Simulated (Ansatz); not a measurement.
## Σ5 (210) boundary in bcc W: structure and resistance

Aim: the relaxed structure and the specific resistance of the Σ5 (210) boundary in bcc W.

Calculated with Ansatz 0.2.0; Ansatz plane-wave DFT, PBE, PAW files; relaxation of a bicrystal slab with its lowest layers held; PAW set soft_1, in the first sound run; inputs show where later runs differ.

This is a report of a sequence of runs, with most program output left out.

## Step 1: Set-up

The cell holds 27 atoms: 27 W. Cell: a = 7.077 Å, b = 3.165 Å, c = 30.107 Å, α = 90.0°, β = 90.0°, γ = 90.0°. It derives from W. built on the (2 1 0) plane; 2 overlapping atoms removed and the grains opened by 0 Å. Vacuum lies along c.

## Step 2: Relaxing the bicrystal

The boundary is built by mirroring the lower grain in the boundary plane and removing any atoms that overlap. A thin bicrystal slab is relaxed first, with the lowest layers held and the upper grain free to shift and open.

input.yaml reads:

```yaml
crystal:
  lattice:
    - [7.0767079352, 0.0, 0.0]
    - [0.0, 3.1648, 0.0]
    - [0.0, 0.0, 30.1071114245]
  atoms:
    - { symbol: W, position: [0.3999999999, 0.0, 0.1660737202] }
    - { symbol: W, position: [0.6999999999, 0.5, 0.1895788245] }
    - { symbol: W, position: [0.9999999999, 0.0, 0.2130839288] }
    - { symbol: W, position: [0.2999999999, 0.5, 0.2365890331] }
    - { symbol: W, position: [0.6, 0.0, 0.2600941373] }
    - { symbol: W, position: [0.9, 0.5, 0.2835992416] }
    - { symbol: W, position: [0.2, 0.0, 0.3071043459] }
    - { symbol: W, position: [0.5, 0.5, 0.3306094502] }
[... 15 atom lines left out ...]
    - { symbol: W, position: [0.3999999999, 0.0, 0.7301962229] }
    - { symbol: W, position: [0.0999999999, 0.5, 0.7537013272] }
    - { symbol: W, position: [0.7999999999, 0.0, 0.7772064314] }
    - { symbol: W, position: [0.4999999999, 0.5, 0.8007115357] }
kpoints:
  mp_grid: { grid: [4, 7, 1] }
hamiltonian:
  xc: pbe
  pseudopotentials: { kind: paw, azcp: { folder: soft_1 } }
scf:
  occupations: { method: fermi_dirac, width: 0.1 }
relax:
  f_tol: 0.03
  max_steps: 80
  constraints: [{ sites: [0, 1, 2, 3, 4] }]
```

Command:

```sh
$ ansatz run input.yaml --threads 8 --pin off --max-ram 15360MiB --backend cpu --events-out ev --progress --plain --runs-dir out
```

The job ended after 6.4 min (8 threads of Intel Xeon at 2.50GHz (Skylake/Cascade Lake), shared host; peak memory 5.4 GiB).

Relaxation path:

```
step  energy less that of the first step (eV)  largest force component (eV/Å)
   1                                   0.0000                          1.8204
   2                                  -0.6517                          0.9287
   3                                  -0.8731                          0.6089
   4                                  -0.9396                          0.2725
   5                                  -0.9470                          0.3840
   6                                  -0.9598                          0.2249
   7                                  -0.9707                          0.0669
   8                                  -0.9719                          0.0628
   9                                  -0.9729                          0.0351
  10                                  -0.9732                          0.0227
```

The run keeps the 2 symmetry operations that it works with, so distortions that break them were not tested.

The atoms that moved most (Å):

```
atom      dx     dy      dz  length
 W16  -0.275  0.000  -0.345   0.441
 W27  -0.184  0.000  -0.359   0.403
 W26  -0.283  0.000  -0.236   0.368
 W19  -0.256  0.000  -0.240   0.351
 W25  -0.280  0.000  -0.178   0.332
 W20  -0.238  0.000  -0.231   0.332
 W23  -0.234  0.000  -0.220   0.321
 W17  -0.230  0.000  -0.220   0.319
```

Numbers from this step:

```yaml
free_energy: -280405.8371 eV
energy_at_zero_smearing: -280405.5298 eV
fermi_energy: 12.66 eV
```

The largest force component on a free atom ends at 0.023 eV/Å, under the tolerance of 0.03, after 10 steps.

## Step 3: Transmission across the boundary

Bulk layers of each grain are laid under and over the relaxed boundary, and a lead is named in the middle of each, away from the free faces. The mesh across the current, 10×20, is finer than the density's, because channels open and close sharply across the zone. Energies from -0.1 to 0.1 eV in steps of 0.05 eV are too few for the program's thermal sum, so it prints no conductance; for a metal the transmission near the Fermi level serves, at a fraction of the cost.

This step: Ansatz plane-wave DFT, PBE, PAW files; ballistic transport by layer matching (Landauer), zero bias; boundary relaxed in a short slab, bulk layers laid on; PAW set soft_1 (Ansatz 0.2.0).

System of this step: Σ5 (210) boundary in bcc W. The cell holds 61 atoms: 61 W. Cell: a = 7.077 Å, b = 3.165 Å, c = 50.937 Å, α = 90.0°, β = 90.0°, γ = 90.0°. It derives from W. Regions: lower grain, 25 atoms (25 W); boundary, 16 atoms (16 W); upper grain, 20 atoms (20 W). Vacuum lies along c.

input.yaml reads:

```yaml
crystal:
  lattice:
    - [7.0767079352, 0.0, 0.0]
    - [0.0, 3.1648, 0.0]
    - [0.0, 0.0, 50.9371001029]
  atoms:
    - { symbol: W, position: [-9.9000000001, -16.5, 0.0785282239] }
    - { symbol: W, position: [-9.6000000001, -16.0, 0.0924212565] }
    - { symbol: W, position: [-9.3000000001, -15.5, 0.1063142891] }
    - { symbol: W, position: [-9.0000000001, -15.0, 0.1202073217] }
    - { symbol: W, position: [-8.7000000001, -14.5, 0.1341003544] }
    - { symbol: W, position: [-8.4000000001, -14.0, 0.147993387] }
    - { symbol: W, position: [-8.1000000001, -13.5, 0.1618864196] }
    - { symbol: W, position: [-7.8000000001, -13.0, 0.1757794522] }
[... 49 atom lines left out ...]
    - { symbol: W, position: [-7.5336952652, -12.5, 0.8797926783] }
    - { symbol: W, position: [-7.8336952652, -13.0, 0.8936857109] }
    - { symbol: W, position: [-8.1336952652, -13.5, 0.9075787435] }
    - { symbol: W, position: [-8.4336952652, -14.0, 0.9214717761] }
kpoints:
  mp_grid: { grid: [4, 8, 1] }
hamiltonian:
  xc: pbe
  pseudopotentials: { kind: paw, azcp: { folder: soft_1 } }
scf:
  occupations: { method: fermi_dirac, width: 0.1 }
output:
  transmission:
    leads: [[13, 14], [49, 50]]
    kmesh: [10, 20]
    e_range: [-0.1, 0.1]
    de: 0.05
  write_potential: true
  write_density: true
  volumetric_format: npy
  elf: true
```

Elapsed: 15 min, on 8 threads; peak memory 10 GiB; 1.7 h of CPU time.

This step gave:

| Quantity | Value |
| --- | --- |
| free energy | -633527.0184 eV |
| energy at zero smearing | -633526.4354 eV |
| Fermi energy | 18.36 eV |
| cell area | 22.40 Å² |
| transmission per spin nearest the Fermi level | 1.227 |
| open channels per spin nearest the Fermi level | 2.59 |
| open channels per spin, upper lead | 2.61 |
| step of the lead's potential | 44.7 meV |
| step of the upper lead's potential | 16.3 meV |

Per spin. Transmission, zone mean against energy, zero at the Fermi level:

```
energy (eV)  transmission, zone mean
    -0.1000                     1.22
    -0.0500                     1.22
     0.0000                     1.23
     0.0500                     1.22
     0.1000                     1.23
```

Per spin. Open channels, zone mean against energy, zero at the Fermi level:

```
energy (eV)  lead  upper lead
    -0.1000  2.54        2.56
    -0.0500  2.53        2.53
     0.0000  2.59        2.61
     0.0500  2.74        2.72
     0.1000  2.83        2.83
```

Transmission over k1 and k2. At 0.0000 eV from the Fermi level.

Ten even steps from '_' (0.00) to '@' (5.21):
```
....::..==--==..::..
________::__::______
______..::__::..____
______..........____
____....______....__
____..............__
__......::--::......
**##==----------==##
@@@@++==------==++@@
@@@@##++------++##@@
@@@@++==------==++@@
**##==----------==##
__......::--::......
____..............__
____....______....__
______..........____
______..::__::..____
________::__::______
....::..==--==..::..
....::::==--==::::..
```
Columns: k1 (b1) from -0.5 to 0.4; rows upwards: k2 (b2) from -0.5 to 0.45.

Open channels over k1 and k2. At 0.0000 eV from the Fermi level.

Values, 20 rows by 10 columns:
```
2.00 2.00 3.00 2.00 4.00 4.00 4.00 2.00 3.00 2.00
0.00 0.00 1.00 1.00 2.00 2.00 2.00 1.00 1.00 0.00
0.00 0.00 0.00 2.00 2.00 2.00 2.00 2.00 0.00 0.00
0.00 0.00 0.00 1.00 3.00 3.00 3.00 1.00 0.00 0.00
0.00 0.00 1.00 2.00 2.00 2.00 2.00 2.00 1.00 0.00
0.00 1.00 1.00 2.00 2.00 2.00 2.00 2.00 1.00 1.00
2.00 1.00 2.00 2.00 2.00 2.00 2.00 2.00 2.00 1.00
6.00 7.00 5.00 3.00 4.00 4.00 4.00 3.00 5.00 7.00
8.00 9.00 6.00 5.00 4.00 4.00 4.00 5.00 6.00 9.00
8.00 9.00 8.00 6.00 4.00 4.00 4.00 6.00 8.00 9.00
8.00 9.00 6.00 5.00 4.00 4.00 4.00 5.00 6.00 9.00
6.00 7.00 5.00 3.00 4.00 4.00 4.00 3.00 5.00 7.00
2.00 1.00 2.00 2.00 2.00 2.00 2.00 2.00 2.00 1.00
0.00 1.00 1.00 2.00 2.00 2.00 2.00 2.00 1.00 1.00
0.00 0.00 1.00 2.00 2.00 2.00 2.00 2.00 1.00 0.00
0.00 0.00 0.00 1.00 3.00 3.00 3.00 1.00 0.00 0.00
0.00 0.00 0.00 2.00 2.00 2.00 2.00 2.00 0.00 0.00
0.00 0.00 1.00 1.00 2.00 2.00 2.00 1.00 1.00 0.00
2.00 2.00 3.00 2.00 4.00 4.00 4.00 2.00 3.00 2.00
2.00 2.00 3.00 3.00 4.00 4.00 4.00 3.00 3.00 2.00
```
Columns: k1 (b1) from -0.5 to 0.4; rows upwards: k2 (b2) from -0.5 to 0.45.

ELF in the ca plane at fractional y = 0.000, with atoms of W within 0.2 Å of it. It is the smooth field of the valence electrons, not physical close to the nuclei.

Ten even steps from '0' (0.00) to '9' (0.68), each cell a mean:
```
93576554556677459439447654445567887642100000
62453432367666548897246434225776677642100000
33533897446656633574353379744665677643100000
56536858746767653344663595784566777542100000
67638728636755445666764693683466654321100000
66645888435435423676664488952454553211100000
66752355344259874566675335534534898411000000
66664344664386496467666533456537748821000000
64334676675496484366543466666647748720000000
35642576666368972353464246656644899410000000
49996366667423434533899736656763454210000000
78278367666544556635935945766666433210000000
79586256443346766645967834643334543211000000
36884353366435666653588524435753333210000000
32344552698954666764234345359797222210000000
55556753862863676655555666377279212210000000
35766664787943654332577666469786223321000000
34665664368624425874366566536873355431000000
84566675323456438879456666632345787632000000
```
Columns run along c (16.0 Å, from fractional 0.69 to 1.00 of the cell), rows up along a (7.1 Å). Atoms in or near the plane, at fractional coordinates: W at (0.70, 0.37), W at (0.73, 0.77), W at (0.75, 0.17), W at (0.78, 0.57), W at (0.81, 0.97), W at (0.84, 0.37), W at (0.87, 0.77), W at (0.89, 0.17), W at (0.92, 0.57).

Valence density in the ca plane at fractional y = 0.000, with atoms of W within 0.2 Å of it. It is the smooth field of the valence electrons, not physical close to the nuclei.

Ten even steps from '0' (0.0 e/Å³) to '9' (5.6 e/Å³), each cell a mean:
```
51000000000000017997100000000000000000000000
30000110000000014884100011100000000000000000
10001463100000001231000136410000000000000000
00003898300000000000000279941000000000000000
00014999300000000000000289941000000000000000
00002685100001110000000158620000111000000000
00000121000026631000000012200001574100000000
00000000000159972000000000000004998300000000
00000000000159972000000000000014998300000000
01210000000026631000121100000001574100000000
16862000000001110001487310000000111000000000
39994100000000000002799610000000000000000000
28983000000000000002799510000000000000000000
13541000123200000001254200012320000000000000
00110000378610000000011000026972000000000000
00000001599820000000000000039994000000000000
00000001489720000100000000027982000000000000
10000000134200002441000000012431000000000000
41000000000000015995100000000000000000000000
```
Columns run along c (16.0 Å, from fractional 0.69 to 1.00 of the cell), rows up along a (7.1 Å). Atoms in or near the plane, at fractional coordinates: W at (0.70, 0.37), W at (0.73, 0.77), W at (0.75, 0.17), W at (0.78, 0.57), W at (0.81, 0.97), W at (0.84, 0.37), W at (0.87, 0.77), W at (0.89, 0.17), W at (0.92, 0.57).

Electrostatic potential energy in the ca plane at fractional y = 0.000, with atoms of W within 0.2 Å of it. With pseudopotentials it is smooth inside the atoms' cores, unlike the true potential.

Ten even steps from '0' (-28 eV) to '9' (23 eV), each cell a mean:
```
16899888999999840000489988899999999999999999
27888656899999861001689865678999999999999999
68985102589999975335888620147999999999999999
89872000379999988778997300016899999999999999
99862000279988889999997300016899888999999999
99974001489875468999998510037887546789999999
99987435788730026899998753468984101589999999
99998888898500004899999888889871000278999999
88888999998500004899888899999871000278999999
75347899998730026898534689999984101478999999
40003799999875568985100268999997556789999999
20001689999988889983000058999998888999999999
30002789877889999984000168987778999999999999
52125898632478999986311478864236899999999999
86668887200048999998766789730003799999999999
98889986100037999889888899720001699999999999
88999986200048987667899999730002799999999999
58999998521368874214789999863126899999999999
16899999877789851001589999987778999999999999
```
Columns run along c (16.0 Å, from fractional 0.69 to 1.00 of the cell; values clipped at the 3rd and 97th percentile), rows up along a (7.1 Å). Atoms in or near the plane, at fractional coordinates: W at (0.70, 0.37), W at (0.73, 0.77), W at (0.75, 0.17), W at (0.78, 0.57), W at (0.81, 0.97), W at (0.84, 0.37), W at (0.87, 0.77), W at (0.89, 0.17), W at (0.92, 0.57).

Over the solved energies the transmission per spin lies between 1.22 and 1.23, out of 2.65 channels of the lead on average (up to 2.83). The log calls the step of a lead's potential too much.

## Step 4: Specific resistance

This step: Ansatz plane-wave DFT, PBE, PAW files; ballistic transport by layer matching (Landauer), zero bias; specific resistance of the boundary; PAW set soft_1 (Ansatz 0.2.0).

This step gave:

```
area resistance                      : 1.275 fΩ m²
T over the leads' mean channel count : 0.4613
```

Averaged over the energies near the Fermi level, 46.1 % of the channels pass, which makes 1.27 fΩ m².

By hand, with T and the leads' channels N averaged over the energies near the Fermi level: RA = A (h/2e²)(1/T − ½[1/N₁ + 1/N₂]) = 22.40×10⁻²⁰ m² × 12 906 Ω × (1/1.221 − ½[1/2.646 + 1/2.65]) = 1.27 fΩ m².

## Step 5: Single-crystal slab for reference

The free faces cost energy too. A single-crystal slab with the same faces and held layers is relaxed, so that they cancel.

This step: Ansatz plane-wave DFT, PBE, PAW files; relaxation of a single-crystal slab with its lowest layers held; PAW set soft_1 (Ansatz 0.2.0).

System of this step: W slab, plane (2, 1, 0). The cell holds 28 atoms: 28 W. Its edges and angles: a = 7.077 Å, b = 3.165 Å, c = 30.107 Å, α = 90.0°, β = 90.0°, γ = 90.0°. It derives from W. Vacuum lies along c.

input.yaml reads:

```yaml
crystal:
  lattice:
    - [7.0767079352, 0.0, 0.0]
    - [0.0, 3.1648, 0.0]
    - [0.0, 0.0, 30.1071114245]
  atoms:
    - { symbol: W, position: [0.8999999998, 0.5, 0.1660737202] }
    - { symbol: W, position: [0.1999999999, 0.0, 0.1895788245] }
    - { symbol: W, position: [0.4999999999, 0.5, 0.2130839288] }
    - { symbol: W, position: [0.7999999999, 0.0, 0.2365890331] }
    - { symbol: W, position: [0.0999999999, 0.5, 0.2600941373] }
    - { symbol: W, position: [0.3999999999, 0.0, 0.2835992416] }
    - { symbol: W, position: [0.6999999999, 0.5, 0.3071043459] }
    - { symbol: W, position: [0.9999999999, 0.0, 0.3306094502] }
[... 16 atom lines left out ...]
    - { symbol: W, position: [0.1, 0.5, 0.7301962229] }
    - { symbol: W, position: [0.4, 0.0, 0.7537013272] }
    - { symbol: W, position: [0.7, 0.5, 0.7772064314] }
    - { symbol: W, position: [0.0, 0.0, 0.8007115357] }
kpoints:
  mp_grid: { grid: [4, 7, 1] }
hamiltonian:
  xc: pbe
  pseudopotentials: { kind: paw, azcp: { folder: soft_1 } }
scf:
  occupations: { method: fermi_dirac, width: 0.1 }
relax:
  f_tol: 0.03
  max_steps: 80
  constraints: [{ sites: [0, 1, 2, 3, 4] }]
```

Elapsed: 3.6 min, on 8 threads; peak memory 5.5 GiB.

The steps of the relaxation:

```
step  energy less that of the first step (eV)  largest force component (eV/Å)
   1                                   0.0000                          1.8196
   2                                  -0.1728                          1.2154
   3                                  -0.2815                          0.1966
   4                                  -0.2885                          0.0483
   5                                  -0.2891                          0.0099
```

The atoms that moved most (Å):

```
atom      dx     dy     dz  length
 W25   0.017  0.000  0.164   0.164
 W26   0.043  0.000  0.157   0.163
 W23  -0.008  0.000  0.158   0.158
 W24  -0.007  0.000  0.122   0.122
 W22  -0.007  0.000  0.122   0.122
 W20   0.000  0.000  0.118   0.118
 W27   0.046  0.000  0.108   0.118
 W21   0.000  0.000  0.115   0.115
```

Final coordinates:

```cif
data_structure
_symmetry_space_group_name_H-M 'P 1'
_symmetry_Int_Tables_number 1
_cell_length_a 7.0767
_cell_length_b 3.1648
_cell_length_c 30.1071
_cell_angle_alpha 90.000
_cell_angle_beta 90.000
_cell_angle_gamma 90.000
_cell_volume 674.29
loop_
_atom_site_label
_atom_site_type_symbol
_atom_site_fract_x
_atom_site_fract_y
_atom_site_fract_z
_atom_site_occupancy
W1 W 0.90000 0.50000 0.16607 1
W2 W 0.20000 0.00000 0.18958 1
W3 W 0.50000 0.50000 0.21308 1
W4 W 0.80000 0.00000 0.23659 1
W5 W 0.10000 0.50000 0.26009 1
W6 W 0.40162 0.00000 0.28303 1
W7 W 0.70193 0.50000 0.30783 1
W8 W 0.00126 0.00000 0.33149 1
W9 W 0.30060 0.50000 0.35469 1
W10 W 0.59968 0.00000 0.37869 1
W11 W 0.90037 0.50000 0.40248 1
W12 W 0.20037 0.00000 0.42627 1
W13 W 0.50032 0.50000 0.44998 1
W14 W 0.80025 0.00000 0.47389 1
W15 W 0.10061 0.50000 0.49754 1
W16 W 0.40054 0.00000 0.52141 1
W17 W 0.70053 0.50000 0.54515 1
W18 W 0.00049 0.00000 0.56892 1
W19 W 0.30116 0.50000 0.59274 1
W20 W 0.60001 0.00000 0.61659 1
W21 W 0.90000 0.50000 0.63998 1
W22 W 0.19906 0.00000 0.66373 1
W23 W 0.49884 0.50000 0.68843 1
W24 W 0.79907 0.00000 0.71075 1
W25 W 0.10241 0.50000 0.73563 1
W26 W 0.40614 0.00000 0.75890 1
W27 W 0.70650 0.50000 0.78081 1
W28 W 0.99260 0.00000 0.79986 1
```

This step gave:

```yaml
free_energy: -290795.3815 eV
energy_at_zero_smearing: -290795.1071 eV
fermi_energy: 13.35 eV
```

The largest force component on a free atom ends at 0.0099 eV/Å, under the tolerance of 0.03, after 5 steps.

## Step 6: Bulk reference

The perfect crystal gives the energy per atom, for the atoms by which bicrystal and slab differ.

This step: Ansatz plane-wave DFT, PBE, PAW files; bulk reference; PAW set soft_1 (Ansatz 0.2.0).

System of this step: W. Symmetry: Im-3m, No. 229, cubic system. Conventional cell: a = 3.165 Å, b = 3.165 Å, c = 3.165 Å, α = 90.00°, β = 90.00°, γ = 90.00°. Nearest to W lie 8 W at 2.74 Å.

input.yaml, the sections that differ from step 5:

```yaml
crystal:
  lattice:
    - [-1.5824, 1.5824, 1.5824]
    - [1.5824, -1.5824, 1.5824]
    - [1.5824, 1.5824, -1.5824]
  atoms:
    - { symbol: W, position: [0.0, 0.0, 0.0] }
kpoints:
  mp_grid: { grid: [19, 19, 19] }
# hamiltonian, scf: as in step 5
# relax: removed
```

Elapsed: 0.84 s, on 8 threads; peak memory 0.32 GiB; 3.3 s of CPU time.

Numbers from this step:

```yaml
free_energy: -10385.9246 eV
energy_at_zero_smearing: -10385.9176 eV
fermi_energy: 22.40 eV
```

## Step 7: Boundary energy

This step: Ansatz plane-wave DFT, PBE, PAW files; bicrystal less single-crystal slab less bulk atoms, a boundary area; PAW set soft_1 (Ansatz 0.2.0).

This step gave:

```
excess energy of the cell : 3.660 eV
boundary energy           : 2.618 J/m²
```

The boundary costs 2.6 J/m².

By hand: 3.66 eV / 22.40 Å² × 16.02 = 2.62 J/m².

## Step 8: Outcome

```
specific resistance of the boundary : 1.27 fΩ m²
share of channels that pass         : 0.461
boundary energy                     : 2.62 J/m²
```

In words: The boundary has a specific resistance of 1.3 fΩ m² and an energy of 2.6 J/m². The boundary reflects 54 % of the channels; 1.3 fΩ m² is 13×10⁻¹² Ω·cm². That equals the resistance of 23 nm of bulk W at 300 K (measured 5.44 µΩ cm, CRC Handbook of Chemistry and Physics, 84th ed., 2003, Electrical Resistivity of Pure Metals). One starting structure was relaxed; another shift or atom count at the boundary may lie lower. Spin-orbit coupling is left out, which matters for W. A lead's potential steps by up to 45 meV from period to period, which the log calls too much, so longer leads could move the result.

[Logs are printed without paths, hosts, clocks, repeated set-up lines and the standing remarks that a program may print on its own settings, such as how far it seeks lower states.]

[Hosts, paths, dates, database ids (printed as entryN), source tags and the programs' standing remarks are cut or masked in the printed files.]
